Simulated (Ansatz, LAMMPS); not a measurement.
# Relaxing glassy 79B2O3-21CaO (mol %) (83 atoms), part 2 of 2

How does glassy 79B2O3-21CaO (mol %) (83 atoms) relax, and what do bonds, charges and levels look like afterwards?

Ansatz 0.2.0; Kohn-Sham DFT, PBE, PAW (set soft_2), plane waves.

The cell: 30 B, 4 Ca and 49 O. The quench rate of 100 K/ps is orders of magnitude faster than experiment. The starting topology of bonds comes from the classical model. The Brillouin zone is sampled at Γ only, in a cell whose shortest periodic width is 10 Å.

So far, density (g/cm³): step 5 (distances and neighbours after relaxation) 2.33.

**6. Single point at the relaxed geometry**

The electronic structure is read at the final geometry, in a run of its own.

File input.yaml:

```yaml
crystal:
  lattice:
    - [9.67636, 0.0, 0.0]
    - [0.0, 9.67636, 0.0]
    - [0.0, 0.0, 9.67636]
  atoms:
    - { symbol: B, position: [0.90595, 0.24668, 0.68921] }
    - { symbol: B, position: [0.82732, 0.70708, 0.22032] }
    - { symbol: B, position: [0.88277, 0.32078, 0.42354] }
    - { symbol: B, position: [0.4335, 0.8269, 0.46661] }
    - { symbol: B, position: [0.71945, 0.80791, 0.71325] }
    - { symbol: B, position: [0.73003, 0.12794, 0.30409] }
    - { symbol: B, position: [0.30463, 0.48281, 0.67344] }
    - { symbol: B, position: [0.07076, 0.45337, 0.77939] }
[... 71 atom lines left out ...]
    - { symbol: O, position: [0.54008, 0.75178, 0.41278] }
    - { symbol: O, position: [0.06617, 0.79211, 0.67201] }
    - { symbol: O, position: [0.32017, 0.44447, 0.28837] }
    - { symbol: O, position: [0.78961, 0.58552, 0.14355] }
kpoints:
  mp_grid: { grid: [1, 1, 1] }
hamiltonian:
  xc: pbe
scf:
  occupations: { method: fixed }
output:
  forces: true
  stress: true
  populations: true
  dos:
    method: { smearing: { sigma: 0.1 } }
    de: 0.1
    projected: { site_lists: { B: [B], Ca: [Ca], O: [O] } }
  eigenvalues: true
  write_density: true
  write_potential: true
  volumetric_format: npy
  elf: true
```

Launch:

```sh
$ ansatz run input.yaml --threads 4 --pin off --max-ram 8192MiB --backend cpu --events-out ev --progress --plain --runs-dir out
```

Wall time 10 s (4 threads of Arm Neoverse V2, shared host); peak memory 1.1 GiB; 38 s of CPU time.

Numbers from this run:

```yaml
free_energy: -39825.3230 eV
free_energy_per_atom: -479.8232 eV/atom
scf_cycles: 9
pressure: -2.519 GPa
r_m_s_force_component: 0.00494 eV/Å
longest_force: 0.01742 eV/Å
fermi_energy: 3.274 eV
spacing_of_highest_filled_and_lowest_empty_level: 4.734 eV
spilling_of_the_projection: 0.009569
```

Löwdin charges by element and coordination (they lack the spilled electrons, 0.049 e an atom on average):

```
element  coordination  atoms  mean charge (e)  spread   least    most
      B           all     30            0.619  0.0385   0.525   0.684
      B             3     22            0.636   0.023   0.590   0.684
      B             4      8            0.573  0.0351   0.525   0.652
     Ca           all      4             1.83  0.0163    1.81    1.85
     Ca             7      3             1.83  0.0183    1.81    1.85
     Ca             8      1             1.84       0    1.84    1.84
      O           all     49           -0.445  0.0652  -0.599  -0.352
      O             2     23           -0.390  0.0213  -0.450  -0.352
      O             3     23           -0.482  0.0417  -0.592   -0.41
      O             4      3           -0.583  0.0115  -0.599  -0.573
```

States in the cell by windows of 1 eV, zero at the Fermi level; the larger projections on atomic orbitals stand beside the total:

```
from (eV)  to (eV)  total   O p  B p   O s
      -18      -17   15.2   0.2  3.4  10.5
      -17      -16    0.1   0.0  0.0   0.0
      -16      -11    0.0   0.0  0.0   0.0
      -11      -10    3.1   2.2  0.2   0.0
      -10       -9   18.7  13.3  1.5   0.3
       -9       -8   18.4  12.7  3.1   0.3
       -8       -7   22.5  15.3  5.6   0.3
       -7       -6   26.9  18.3  7.3   0.4
       -6       -5   16.2  11.2  4.2   0.4
       -5       -4   27.5  20.4  5.4   1.0
       -4       -3   32.6  26.9  3.8   1.3
       -3       -2   46.9  42.5  2.3   1.1
       -2       -1   55.4  52.5  1.2   0.8
       -1        0   24.6  23.6  0.5   0.2
        0        1    1.1   1.0  0.0   0.0
        1        4    0.0   0.0  0.0   0.0
        4        5    5.7   0.6  2.4   0.4
```

With fixed occupations the program's Fermi level is the highest filled level; weight inside the gap is the broadening of levels at its edges.

Between -26 and -18 eV lie 107 more states.

The levels nearest the highest filled one (over half full), pooled over k-points and spins:

```
level less the highest filled one (eV)  occupation
                                -0.599           2
                                -0.560           2
                                -0.404           2
                                -0.271           2
                                -0.203           2
                                     0           2
                                  4.73           0
                                  4.86           0
                                  4.92           0
                                  5.22           0
                                  5.34           0
                                  5.39           0
```

Electrostatic potential energy in the ac plane at fractional y = 0.568, with atoms of B and Ca and O within 0.2 Å of it. With pseudopotentials it is smooth inside the atoms' cores, unlike the true potential.

Values in eV, 13 rows by 16 columns, each cell a mean:
```
 10  10  10  10   9   9   8   7  -9 -21   2   8   6   6   8  10
-14  -1  10  10  10   9   7   2 -19 -31  -2   2  -5   0   6   4
-36 -15   8   9   8   6  -4  -3   0   4   4 -13 -35 -17   3  -6
  1   5   7   7   3 -10 -39 -20   6   7   5  -5 -18  -7   3   4
  3   8   8   6   2  -1  -9   2   8   8   6   5   5   6  -7 -19
 -5   7   9   8   7   7   8   9   7   2 -26 -25   6   9 -14 -33
-34  -1   8  10   9   8   7   8   7   3 -15 -15   8   9   3 -30
-20  -1   8  10   9   7   6   7   6   5   6   8   9   9   5 -15
  7   8  10  10  10   8   6   3  -8 -14  -2   6   9   9   9   7
 10  10  10  10   9   8   6  -3 -34 -41 -20   3   7   7   8   9
 10  10  10   9   5  -4  -2   0 -18 -27  -8   0 -25 -15   7   9
 10  10  10   9   5 -10  -5   6   4   2   5   2 -26 -16   7   9
 10  10  10  10   8   7   8   8   8   7   8   8   6   6   8  10
```
Columns run along a (9.7 Å; values clipped at the 3rd and 97th percentile), rows up along c (9.7 Å). Atoms in or near the plane, at fractional coordinates: B at (0.00, 0.47), Ca at (0.57, 0.25), O at (0.68, 0.54), O at (0.40, 0.71), O at (0.94, 0.59), O at (0.03, 0.82), O at (0.57, 0.90), O at (0.79, 0.14).

Valence density in the ac plane at fractional y = 0.568, with atoms of B and Ca and O within 0.2 Å of it. It is the smooth field of the valence electrons, not physical close to the nuclei.

Ten steps, logarithmic in the rise over the least value, from '0' (0.0 e/Å³) to '9' (6.7 e/Å³), each cell a mean:
```
000000000000135764210000000
222100000001258996310000012
664210000011358996322211124
997410000123356764345642247
997421011345544432357864247
776311123588743211357864235
443211124799852101245653233
321100134689742111222323455
531000123455421123442124788
631000122222211246774225899
642100112110011368996324788
543211111110012358985212466
454421111111112235653111344
555531001111112122321101234
445531001111112211111101233
233321011111123442111111122
111110012211247875211110000
000000012221268997422221100
000000023333368997435653100
000000135664346764358985210
000001136775322332358996310
000001135664211101247875210
000001123443111111123443100
000000001111112332111221000
```
Columns run along a (9.7 Å), rows up along c (9.7 Å). Atoms in or near the plane, at fractional coordinates: B at (0.00, 0.47), Ca at (0.57, 0.25), O at (0.68, 0.54), O at (0.40, 0.71), O at (0.94, 0.59), O at (0.03, 0.82), O at (0.57, 0.90), O at (0.79, 0.14).

Mean Löwdin charges: B +0.62, Ca +1.83, O -0.45 e (they miss 0.96 % of the electrons, so they add up to more than the cell's charge). The largest share in the top eV of filled states is O p (97 % of the projected weight), and in the lowest eV of empty states B p (63 % of the projected weight).

Local excerpt of 10 atoms (numbers count through the whole input) about Ca32, one of the 4 Ca atoms; x, y, z are measured from there.

```
atom      x      y      z  distance (Å)  bonds  Löwdin charge (e)
Ca32   0.00   0.00   0.00          0.00      8               1.84
 O40   0.60   2.10  -0.09          2.19      3              -0.55
 O77  -1.98   0.41   1.20          2.35      3              -0.52
 O66  -1.37  -1.38  -1.35          2.37      3              -0.45
 O46   1.91  -1.62  -0.09          2.51      3              -0.44
 O55   1.63   0.71  -1.80          2.53      3              -0.47
 O75   2.45   0.65   0.35          2.56      3              -0.48
 O53  -0.59  -1.16   2.22          2.57      3              -0.46
 B28   1.88   1.64  -0.67          2.59      4               0.58
 O35  -0.93   0.67  -2.33          2.60      3              -0.44
```

The column of bonds counts only the pairs O-B within 1.83 Å, O-Ca within 2.93 Å; other neighbours, such as metal atoms beside each other in a compound, aren't counted, and periodic images can show an atom twice.

**7. What came out**

```
energy change in the relaxation                  : -102.1 meV/atom
r.m.s. displacement                              : 0.446 Å
largest displacement                             : 0.97 Å
free energy per atom                             : -479.8232 eV/atom
pressure                                         : -2.519 GPa
r.m.s. force component                           : 0.00494 eV/Å
gap (highest filled to lowest empty level) : 4.734 eV
wall time of the 3 DFT runs                      : 2.7 min
```

**Reading.** Relaxation lowers the energy by 102 meV/atom and moves atoms by 0.45 Å r.m.s.; the r.m.s. force component goes from 1.3 to 0.0049 eV/Å, the pressure goes from -6.0 to -2.5 GPa, and the gap from 2.30 to 4.73 eV. By the final cutoffs 4 of 126 bonded pairs parted and 5 joined. From the first step to the last the energy fell by 8.478 eV, and the largest move was 0.97 Å (O46). The O-Ca bonds change most in mean length: from 2.499 Å (spread 0.125) to 2.458 Å (spread 0.153), and their number from 28 to 29. With the cutoffs above, 73 % of B atoms have 3, 75 % of Ca atoms have 7 and 47 % of O atoms have 2 and as many 3 bonded neighbours. 100 % of the oxygens bridge two formers (B) and 0 % are non-bridging. Between filled and empty levels lie 4.73 eV (at Γ alone); a semilocal functional tends to put such gaps too low. In a disordered cell it changes from sample to sample, and tail or defect levels can set it.

**Limits.** The network of bonds at the start is that of the classical potential that made the cell; in DFT 4 of its 126 bonded pairs passed out of the cutoffs and 5 came within them. The pressure of -2.5 GPa shows the cell to be stretched for this functional.

[Logs are printed without paths, hosts, clocks, repeated set-up lines and the standing remarks that a program may print on its own settings, such as how far it seeks lower states.]

[Hosts, paths, dates, database ids (printed as entryN), source tags and the programs' standing remarks are cut or masked in the printed files.]
